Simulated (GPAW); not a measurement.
**A Sn chain with an H atom bridging one bond: relaxation, then transmission at several levels**

Aim: the conductance of a Sn chain with an H atom bridging one bond after relaxation, and whether geometry, basis or functional moves it most.

Method: GPAW LCAO, PAW setups; relaxation of the junction within the symmetry of its start, lead ends held, in the first sound run; inputs show where later runs differ, in GPAW 26.7.0.

## 1. Set-up

The cell holds 13 atoms: 12 Sn and 1 H. Its edges and angles: a = 9.000 Å, b = 9.000 Å, c = 33.200 Å, α = 90.0°, β = 90.0°, γ = 90.0°. Regions: left lead, 6 atoms (6 Sn); channel, 1 atom (1 H); right lead, 6 atoms (6 Sn). Vacuum lies along a and b. The structure is stacked along c, and the current runs across the ab planes.

## 2. Relaxation

Transmission follows bond lengths closely, so the atoms between the held lead ends are relaxed first, within whatever symmetry the start has.

run.py reads:

```python
import json
from ase import Atoms
from ase.constraints import FixAtoms
from ase.optimize import BFGS
from gpaw import GPAW, FermiDirac

device = Atoms(
    ['Sn', 'Sn', 'Sn', 'Sn', 'Sn', 'Sn', 'H', 'Sn', 'Sn', 'Sn', 'Sn', 'Sn', 'Sn'],
    positions=[
        [4.50000, 4.50000, 1.37500],
        [4.50000, 4.50000, 4.12500],
        [4.50000, 4.50000, 6.87500],
        [4.50000, 4.50000, 9.62500],
        [4.50000, 4.50000, 12.37500],
        [4.50000, 4.50000, 15.12500],
        [5.15378, 4.50000, 16.60000],
        [4.50000, 4.50000, 18.07500],
        [4.50000, 4.50000, 20.82500],
        [4.50000, 4.50000, 23.57500],
        [4.50000, 4.50000, 26.32500],
        [4.50000, 4.50000, 29.07500],
        [4.50000, 4.50000, 31.82500]],
    cell=[[9.0, 0.0, 0.0], [0.0, 9.0, 0.0], [0.0, 0.0, 33.2]],
    pbc=True)

device.set_constraint(FixAtoms([0, 1, 2, 3, 4, 8, 9, 10, 11, 12]))
device.calc = GPAW(mode='lcao', basis='dzp', xc='PBE', h=0.18,
                   kpts={'size': (1, 1, 3), 'gamma': True},
                   symmetry={'tolerance': 1e-3, 'extra_ids': [1, 1, 1, 1, 1, 0, 0, 0, 1, 1, 1, 1, 1]},
                   occupations=FermiDirac(0.1), maxiter=250,
                   mixer=dict(beta=0.1, nmaxold=8, weight=100.0),
                   convergence=dict(density=0.0001), txt='relax.txt')
path = []
opt = BFGS(device, maxstep=0.15)
opt.attach(lambda: path.append((device.get_potential_energy(), device.positions.tolist(), device.get_forces().tolist())))
relaxed = bool(opt.run(fmax=0.05, steps=50))
json.dump(dict(relaxed=relaxed, path=path, positions=device.positions.tolist(), moments=device.get_magnetic_moments().tolist(),
               forces=device.get_forces(apply_constraint=False).tolist()), open('result.json', 'w'))
```

Launch:

```console
> OMP_NUM_THREADS=1 OPENBLAS_NUM_THREADS=1 python run.py
```

The program printed:

```text
Step          Energy          fmax
BFGS:    0      -29.195039        3.762849
BFGS:    1      -29.636155        2.934296
BFGS:    2      -30.164830        1.372570
BFGS:    3      -30.283932        1.332851
BFGS:    4      -30.428055        1.606426
BFGS:    5      -30.575159        1.539075
BFGS:    6      -30.721795        1.118571
BFGS:    7      -30.826329        0.667433
BFGS:    8      -30.880684        0.262951
BFGS:    9      -30.885313        0.088760
BFGS:   10      -30.885677        0.090011
BFGS:   11      -30.885982        0.116584
BFGS:   12      -30.886815        0.103763
BFGS:   13      -30.886279        0.218028
BFGS:   14      -30.890378        0.109524
BFGS:   15      -30.895336        0.074241
BFGS:   16      -30.918903        0.322152
BFGS:   17      -30.939018        0.568387
BFGS:   18      -30.958366        0.731189
BFGS:   19      -30.980712        0.775551
BFGS:   20      -31.006825        0.684329
BFGS:   21      -31.033260        0.465254
BFGS:   22      -31.050049        0.174178
BFGS:   23      -31.053356        0.038103
```

It took 14 min on 1 thread of Arm Neoverse V1, shared host; peak memory 1.5 GiB.

Step by step (22 of 24):

| step | energy less that of the first step (eV) | largest force (eV/Å) |
| --- | --- | --- |
| 1 | 0.0000 | 3.7628 |
| 2 | -0.4403 | 2.9343 |
| 3 | -0.9675 | 1.3726 |
| 4 | -1.0858 | 1.3329 |
| 5 | -1.2285 | 1.6064 |
| 6 | -1.3743 | 1.5391 |
| 8 | -1.6264 | 0.6674 |
| 9 | -1.6818 | 0.2630 |
| 10 | -1.6862 | 0.0888 |
| 11 | -1.6866 | 0.0900 |
| 12 | -1.6870 | 0.1166 |
| 13 | -1.6878 | 0.1038 |
| 14 | -1.6871 | 0.2180 |
| 15 | -1.6913 | 0.1095 |
| 16 | -1.6963 | 0.0742 |
| 17 | -1.7199 | 0.3222 |
| 19 | -1.7574 | 0.7312 |
| 20 | -1.7780 | 0.7756 |
| 21 | -1.8020 | 0.6843 |
| 22 | -1.8263 | 0.4653 |
| 23 | -1.8424 | 0.1742 |
| 24 | -1.8455 | 0.0381 |

The atoms that moved most (Å):

| atom | dx | dy | dz | length |
| --- | --- | --- | --- | --- |
| Sn8 | -1.263 | 0.000 | -0.069 | 1.265 |
| Sn6 | -1.263 | 0.000 | 0.069 | 1.265 |
| H7 | -0.468 | 0.000 | 0.000 | 0.468 |

The relaxation lowered the energy of the cell by 1.85 eV (energies extrapolated to zero smearing; the optimiser's log prints free energies). The largest force left on a free atom is 0.038 eV/Å.

## 3. GPAW, dzp

The script solves lead and junction separately, takes H and S in the orbital basis, and joins semi-infinite leads through their self-energies; the dzp basis is the working standard.

This step: GPAW LCAO, PAW setups; Landauer transmission from Green's functions with principal layers (ASE), zero bias (GPAW 26.7.0).

run.py reads:

```python
import json
import numpy as np
from ase import Atoms
from ase.transport.calculators import TransportCalculator
from gpaw import GPAW, FermiDirac
from gpaw.lcao.tools import get_lcao_hamiltonian
from scipy.linalg import eigh

# The junction with lead layers at both ends, along the third cell vector
device = Atoms(
    ['Sn', 'Sn', 'Sn', 'Sn', 'Sn', 'Sn', 'H', 'Sn', 'Sn', 'Sn', 'Sn', 'Sn', 'Sn'],
    positions=[
        [4.50000, 4.50000, 1.37500],
        [4.50000, 4.50000, 4.12500],
        [4.50000, 4.50000, 6.87500],
        [4.50000, 4.50000, 9.62500],
        [4.50000, 4.50000, 12.37500],
        [3.23664, 4.50000, 15.19417],
        [4.68533, 4.50000, 16.60000],
        [3.23664, 4.50000, 18.00583],
        [4.50000, 4.50000, 20.82500],
        [4.50000, 4.50000, 23.57500],
        [4.50000, 4.50000, 26.32500],
        [4.50000, 4.50000, 29.07500],
        [4.50000, 4.50000, 31.82500]],
    cell=[[9.0, 0.0, 0.0], [0.0, 9.0, 0.0], [0.0, 0.0, 33.2]],
    pbc=True)

# One principal layer of the lead: the first 3 atoms of the device
lead = Atoms(
    ['Sn', 'Sn', 'Sn'],
    positions=[
        [4.50000, 4.50000, 1.37500],
        [4.50000, 4.50000, 4.12500],
        [4.50000, 4.50000, 6.87500]],
    cell=[[9.0, 0.0, 0.0], [0.0, 9.0, 0.0], [0.0, 0.0, 8.25]],
    pbc=True)

settings = dict(mode='lcao', basis='dzp', xc='PBE', h=0.2,
                occupations=FermiDirac(0.1), maxiter=250,
                mixer=dict(beta=0.1, nmaxold=8, weight=100.0),
                convergence=dict(density=0.0001))
energies = np.arange(-2, 2 + 1e-9, 0.025)
eta = 0.0001
n1, n2 = 1, 1
# k and -k transmit alike, so half of the mesh across the current serves
mesh = [(i, j) for i in range(n1) for j in range(n2) if (i, j) <= (-i % n1, -j % n2)]
weights = np.array([1 if (i, j) == (-i % n1, -j % n2) else 2 for i, j in mesh]) / (n1 * n2)

# [... helper functions left out ...]
fermi_lead = ground_state(lead, (1, 1, 14), 'lead.txt')
fermi_device = ground_state(device, (1, 1, 3), 'device.txt')
# [... loop over the mesh left out, but for ...]
        # Shift the lead onto the potential of the device's first layer
        shift = ((H[:, 0, 0] - H0[:, 0, 0]) / S0[0, 0]).real.mean()
# [...]
kT = 8.617333e-5 * 300
bias = [0.1, 0.2, 0.5, 1.0, 1.5, 2.0]
# [... integrals and printing left out ...]
```

The program printed:

```text
basis functions: device 281, principal layer 69
Fermi level: lead -2.9469 eV, device -2.8726 eV; lead shifted by 0.0019 eV
largest coupling past the next layer 3.84e-07 eV, largest misfit of the first layer 0.048 eV
  E-E_F (eV)   T (one spin)  [channel counts left out]
    -2.000    5.0810e-01
    -1.975    5.2071e-01
    -1.950    5.3306e-01
    -1.925    5.4516e-01
    -1.900    5.5706e-01
    -1.875    5.6875e-01
    -1.850    5.8026e-01
    -1.825    5.9161e-01
    -1.800    6.0281e-01
    -1.775    6.1388e-01
    -1.750    6.2483e-01
    -1.725    6.3566e-01
    -1.700    6.4640e-01
    -1.675    6.5705e-01
    -1.650    6.6762e-01
    -1.625    6.7811e-01
[...]
1.825    2.4716e+00
     1.850    2.4373e+00
     1.875    2.4020e+00
     1.900    2.3661e+00
     1.925    2.3295e+00
     1.950    2.2926e+00
     1.975    2.2553e+00
     2.000    2.2178e+00
conductance at 300 K: 1.9217 G0 a cell; thermopower 0.3566 uV/K
current from the zero-bias T(E) at 0.1 V: 14.885 uA
current from the zero-bias T(E) at 0.2 V: 29.746 uA
current from the zero-bias T(E) at 0.5 V: 74.03 uA
current from the zero-bias T(E) at 1.0 V: 147.47 uA
current from the zero-bias T(E) at 1.5 V: 217.6 uA
current from the zero-bias T(E) at 2.0 V: 276.3 uA
```

The job ended after 84 s (1 thread; peak memory 1.1 GiB).

Numbers from this step:

```yaml
conductance: 1.922 G₀
largest_coupling_past_the_next_principal_layer: 3.84e-7 eV
largest_misfit_of_the_first_principal_layer: 0.04759 eV
shift_that_aligns_the_lead: 0.001866 eV
basis_functions_of_the_junction: 281
basis_functions_of_a_principal_layer: 69
transmission_at_the_fermi_level_one_spin: 1.923
```

One spin. The transmission, zone mean by energy, zero at the Fermi level:

| energy (eV) | transmission, zone mean |
| --- | --- |
| -2.000 | 0.508 |
| -1.900 | 0.557 |
| -1.800 | 0.603 |
| -1.700 | 0.646 |
| -1.600 | 0.689 |
| -1.500 | 0.730 |
| -1.400 | 0.770 |
| -1.300 | 0.810 |
| -1.200 | 0.849 |
| -1.100 | 0.888 |
| -1.000 | 0.925 |
| -0.900 | 0.961 |
| -0.800 | 1.02 |
| -0.700 | 1.58 |
| -0.600 | 1.96 |
| -0.525 | 2.02 |
| -0.500 | 2.02 |
| -0.400 | 1.97 |
| -0.300 | 1.93 |
| -0.200 | 1.92 |
| -0.100 | 1.93 |
| 0.000 | 1.92 |
| 0.100 | 1.91 |
| 0.200 | 1.88 |
| 0.300 | 1.85 |
| 0.400 | 1.82 |
| 0.500 | 1.81 |
| 0.600 | 1.82 |
| 0.700 | 1.86 |
| 0.800 | 1.93 |
| 0.900 | 2.03 |
| 1.000 | 2.16 |
| 1.100 | 2.32 |
| 1.200 | 2.48 |
| 1.300 | 2.62 |
| 1.400 | 2.72 |
| 1.475 | 2.75 |
| 1.500 | 2.75 |
| 1.600 | 2.71 |
| 1.700 | 2.62 |
| 1.800 | 2.50 |
| 1.900 | 2.37 |
| 2.000 | 2.22 |

Not self-consistent under bias; the bias window is split evenly. The current through one cell, from the zero-bias transmission by bias:

| bias (V) | current through one cell, from the zero-bias transmission (μA) |
| --- | --- |
| 0.100 | 14.9 |
| 0.200 | 29.7 |
| 0.500 | 74.0 |
| 1.000 | 147 |
| 1.500 | 218 |
| 2.000 | 276 |

The transmission of the three most open eigenchannels by energy, zero at the Fermi level:

| energy (eV) | channel 1 | channel 2 | channel 3 |
| --- | --- | --- | --- |
| -2.000 | 0.508 | 0 | 0 |
| -1.800 | 0.603 | 0 | 0 |
| -1.600 | 0.689 | 0 | 0 |
| -1.400 | 0.770 | 0 | 0 |
| -1.200 | 0.849 | 0 | 0 |
| -1.000 | 0.925 | 0 | 0 |
| -0.800 | 0.998 | 0.0233 | 8.7e-4 |
| -0.600 | 0.996 | 0.944 | 0.0232 |
| -0.400 | 0.992 | 0.928 | 0.0476 |
| -0.200 | 0.989 | 0.854 | 0.0803 |
| 0.000 | 0.991 | 0.820 | 0.112 |
| 0.200 | 0.995 | 0.748 | 0.136 |
| 0.400 | 0.996 | 0.661 | 0.162 |
| 0.600 | 0.996 | 0.614 | 0.209 |
| 0.800 | 0.997 | 0.631 | 0.298 |
| 1.000 | 0.999 | 0.709 | 0.451 |
| 1.200 | 0.997 | 0.828 | 0.655 |
| 1.400 | 0.958 | 0.943 | 0.815 |
| 1.600 | 0.998 | 0.885 | 0.826 |
| 1.800 | 0.955 | 0.909 | 0.640 |
| 2.000 | 0.917 | 0.823 | 0.479 |

Couplings past the next layer reach 3.8e-7 eV, small enough to drop; the matrix elements of the cell's first layer differ from the bulk lead's by up to 0.048 eV. That layer keeps its own values in the calculation, and only beyond it is the lead taken as perfect. The Fermi levels of lead and junction count from different zeros of potential, one for each periodic cell; with both set to zero, the small remaining shift is what aligns them. By hand: G = 1.922 × 77.48 μS = 149 μS, a resistance of 6.72 kΩ; at 0.1 V a linear junction would pass 14.9 μA, and the integral over the bias window gives 14.9 μA.

## 4. GPAW, szp: basis = "szp(dzp)"

The second zeta is dropped, the polarisation orbitals stay.

run.py, as its differences from that of step 3:

```diff
@@ -38,3 +38,3 @@
 
-settings = dict(mode='lcao', basis='dzp', xc='PBE', h=0.2,
+settings = dict(mode='lcao', basis='szp(dzp)', xc='PBE', h=0.2,
                 occupations=FermiDirac(0.1), maxiter=250,
```

The program printed:

```text
basis functions: device 172, principal layer 42
Fermi level: lead -3.2113 eV, device -3.1175 eV; lead shifted by -0.0008 eV
largest coupling past the next layer 3.63e-07 eV, largest misfit of the first layer 0.050 eV
  E-E_F (eV)   T (one spin)  channels
    -2.000    5.3393e-01    1.0000
    -1.975    5.4759e-01    1.0000
    -1.950    5.6087e-01    1.0000
    -1.925    5.7381e-01    1.0000
    -1.900    5.8644e-01    1.0000
    -1.875    5.9878e-01    1.0000
    -1.850    6.1085e-01    1.0000
    -1.825    6.2268e-01    1.0000
    -1.800    6.3428e-01    1.0000
    -1.775    6.4568e-01    1.0000
    -1.750    6.5689e-01    1.0000
    -1.725    6.6793e-01    1.0000
    -1.700    6.7881e-01    1.0000
    -1.675    6.8954e-01    1.0000
    -1.650    7.0013e-01    1.0000
    -1.625    7.1059e-01    1.0000
[...]
1.825    2.4553e+00    3.0000
     1.850    2.4204e+00    3.0000
     1.875    2.3846e+00    3.0000
     1.900    2.3480e+00    3.0000
     1.925    2.3108e+00    3.0000
     1.950    2.2732e+00    3.0000
     1.975    2.2353e+00    3.0000
     2.000    2.1972e+00    3.0000
conductance at 300 K: 1.9144 G0 a cell; thermopower 0.3441 uV/K
current from the zero-bias T(E) at 0.1 V: 14.828 uA
current from the zero-bias T(E) at 0.2 V: 29.63 uA
current from the zero-bias T(E) at 0.5 V: 73.722 uA
current from the zero-bias T(E) at 1.0 V: 146.89 uA
current from the zero-bias T(E) at 1.5 V: 216.15 uA
current from the zero-bias T(E) at 2.0 V: 274.47 uA
```

It took 68 s on 1 thread; peak memory 1.1 GiB.

Numbers from this step:

```yaml
conductance: 1.914 G₀
largest_coupling_past_the_next_principal_layer: 3.63e-7 eV
largest_misfit_of_the_first_principal_layer: 0.04958 eV
shift_that_aligns_the_lead: -7.70e-4 eV
basis_functions_of_the_junction: 172
basis_functions_of_a_principal_layer: 42
transmission_at_the_fermi_level_one_spin: 1.916
open_channels_of_the_lead_at_the_fermi_level_one_spin: 3
```

One spin. The transmission, zone mean by energy, zero at the Fermi level:

| energy (eV) | transmission, zone mean |
| --- | --- |
| -2.000 | 0.534 |
| -1.800 | 0.634 |
| -1.600 | 0.721 |
| -1.400 | 0.800 |
| -1.200 | 0.874 |
| -1.000 | 0.941 |
| -0.800 | 0.997 |
| -0.600 | 1.94 |
| -0.525 | 2.02 |
| -0.400 | 1.96 |
| -0.200 | 1.91 |
| 0.000 | 1.92 |
| 0.200 | 1.87 |
| 0.400 | 1.81 |
| 0.600 | 1.81 |
| 0.800 | 1.91 |
| 1.000 | 2.15 |
| 1.200 | 2.47 |
| 1.400 | 2.71 |
| 1.500 | 2.73 |
| 1.600 | 2.70 |
| 1.800 | 2.49 |
| 2.000 | 2.20 |

Crossings of the lead's bands, unfolded to its shortest repeat. Table of open channels, zone mean by energy, zero at the Fermi level:

energy (eV), open channels, zone mean and a bar from the least value:
```
   -2.000       1.00 
   -1.900       1.00 
   -1.800       1.00 
   -1.700       1.00 
   -1.600       1.00 
   -1.500       1.00 
   -1.400       1.00 
   -1.300       1.00 
   -1.200       1.00 
   -1.100       1.00 
   -1.000       1.00 
   -0.900       1.00 
   -0.800       1.00 
   -0.700       3.00 ##############################
   -0.600       3.00 ##############################
   -0.500       3.00 ##############################
   -0.400       3.00 ##############################
   -0.300       3.00 ##############################
   -0.200       3.00 ##############################
   -0.100       3.00 ##############################
    0.000       3.00 ##############################
    0.100       3.00 ##############################
    0.200       3.00 ##############################
    0.300       3.00 ##############################
    0.400       3.00 ##############################
    0.500       3.00 ##############################
    0.600       3.00 ##############################
    0.700       3.00 ##############################
    0.800       3.00 ##############################
    0.900       3.00 ##############################
    1.000       3.00 ##############################
    1.100       3.00 ##############################
    1.200       3.00 ##############################
    1.300       3.00 ##############################
    1.400       3.00 ##############################
    1.500       3.00 ##############################
    1.600       3.00 ##############################
    1.700       3.00 ##############################
    1.800       3.00 ##############################
    1.900       3.00 ##############################
    2.000       3.00 ##############################
```

Not self-consistent under bias; the bias window is split evenly. Table of current through one cell, from the zero-bias transmission by bias:

| bias (V) | current through one cell, from the zero-bias transmission (μA) |
| --- | --- |
| 0.100 | 14.8 |
| 0.200 | 29.6 |
| 0.500 | 73.7 |
| 1.000 | 147 |
| 1.500 | 216 |
| 2.000 | 274 |

Table of transmission of the three most open eigenchannels by energy, zero at the Fermi level:

| energy (eV) | channel 1 | channel 2 | channel 3 |
| --- | --- | --- | --- |
| -2.000 | 0.534 | 0 | 0 |
| -1.800 | 0.634 | 0 | 0 |
| -1.600 | 0.721 | 0 | 0 |
| -1.400 | 0.800 | 0 | 0 |
| -1.200 | 0.874 | 0 | 0 |
| -1.000 | 0.941 | 0 | 0 |
| -0.800 | 0.997 | 2.0e-8 | 1.3e-9 |
| -0.600 | 0.995 | 0.922 | 0.0222 |
| -0.400 | 0.991 | 0.927 | 0.0467 |
| -0.200 | 0.989 | 0.845 | 0.0806 |
| 0.000 | 0.992 | 0.810 | 0.115 |
| 0.200 | 0.995 | 0.736 | 0.139 |
| 0.400 | 0.996 | 0.647 | 0.166 |
| 0.600 | 0.996 | 0.597 | 0.214 |
| 0.800 | 0.997 | 0.611 | 0.305 |
| 1.000 | 0.999 | 0.686 | 0.461 |
| 1.200 | 0.997 | 0.807 | 0.666 |
| 1.400 | 0.954 | 0.931 | 0.823 |
| 1.600 | 0.997 | 0.888 | 0.811 |
| 1.800 | 0.957 | 0.911 | 0.621 |
| 2.000 | 0.918 | 0.819 | 0.459 |

The conductance, 1.91 G₀, lies 0.4 % below that of the dzp run.

## 5. Minimal basis

One function for each valence shell of the setup, as for a first survey of a large system.

run.py, as its differences from that of step 4:

```diff
@@ -38,3 +38,3 @@
 
-settings = dict(mode='lcao', basis='szp(dzp)', xc='PBE', h=0.2,
+settings = dict(mode='lcao', basis='sz(dzp)', xc='PBE', h=0.2,
                 occupations=FermiDirac(0.1), maxiter=250,
```

The program printed:

```text
basis functions: device 109, principal layer 27
Fermi level: lead -3.0929 eV, device -3.0043 eV; lead shifted by 0.0088 eV
largest coupling past the next layer 4.07e-07 eV, largest misfit of the first layer 0.060 eV
  E-E_F (eV)   T (one spin)  [channel counts left out]
    -2.000    5.9557e-01
    -1.975    6.0682e-01
    -1.950    6.1782e-01
[...]
1.975    2.2997e+00
     2.000    2.2585e+00
conductance at 300 K: 1.8957 G0 a cell; thermopower 0.1982 uV/K
current from the zero-bias T(E) at 0.1 V: 14.684 uA
current from the zero-bias T(E) at 0.2 V: 29.349 uA
current from the zero-bias T(E) at 0.5 V: 73.095 uA
current from the zero-bias T(E) at 1.0 V: 145.71 uA
current from the zero-bias T(E) at 1.5 V: 217.36 uA
current from the zero-bias T(E) at 2.0 V: 276.95 uA
```

Wall time 38 s (1 thread); peak memory 1 GiB.

This step gave:

- conductance: 1.896 G₀
- largest coupling past the next principal layer: 4.07e-7 eV
- largest misfit of the first principal layer: 0.06034 eV
- shift that aligns the lead: 0.008791 eV
- basis functions of the junction: 109
- basis functions of a principal layer: 27
- transmission at the Fermi level (one spin): 1.897

One spin. The transmission, zone mean by energy, zero at the Fermi level:

| energy (eV) | transmission, zone mean |
| --- | --- |
| -2.000 | 0.596 |
| -1.800 | 0.680 |
| -1.600 | 0.755 |
| -1.400 | 0.826 |
| -1.200 | 0.894 |
| -1.000 | 0.956 |
| -0.800 | 1.31 |
| -0.600 | 2.01 |
| -0.575 | 2.02 |
| -0.400 | 1.93 |
| -0.200 | 1.89 |
| 0.000 | 1.90 |
| 0.200 | 1.86 |
| 0.400 | 1.81 |
| 0.600 | 1.80 |
| 0.800 | 1.88 |
| 1.000 | 2.08 |
| 1.200 | 2.40 |
| 1.400 | 2.70 |
| 1.550 | 2.77 |
| 1.600 | 2.75 |
| 1.800 | 2.56 |
| 2.000 | 2.26 |

The conductance, 1.90 G₀, lies 1.4 % below that of the dzp run.

[end of part 1 of 2]

[Logs are printed without paths, hosts, clocks, repeated set-up lines and the standing remarks that a program may print on its own settings, such as how far it seeks lower states.]

[Hosts, paths, dates, database ids (printed as entryN), source tags and the programs' standing remarks are cut or masked in the printed files.]
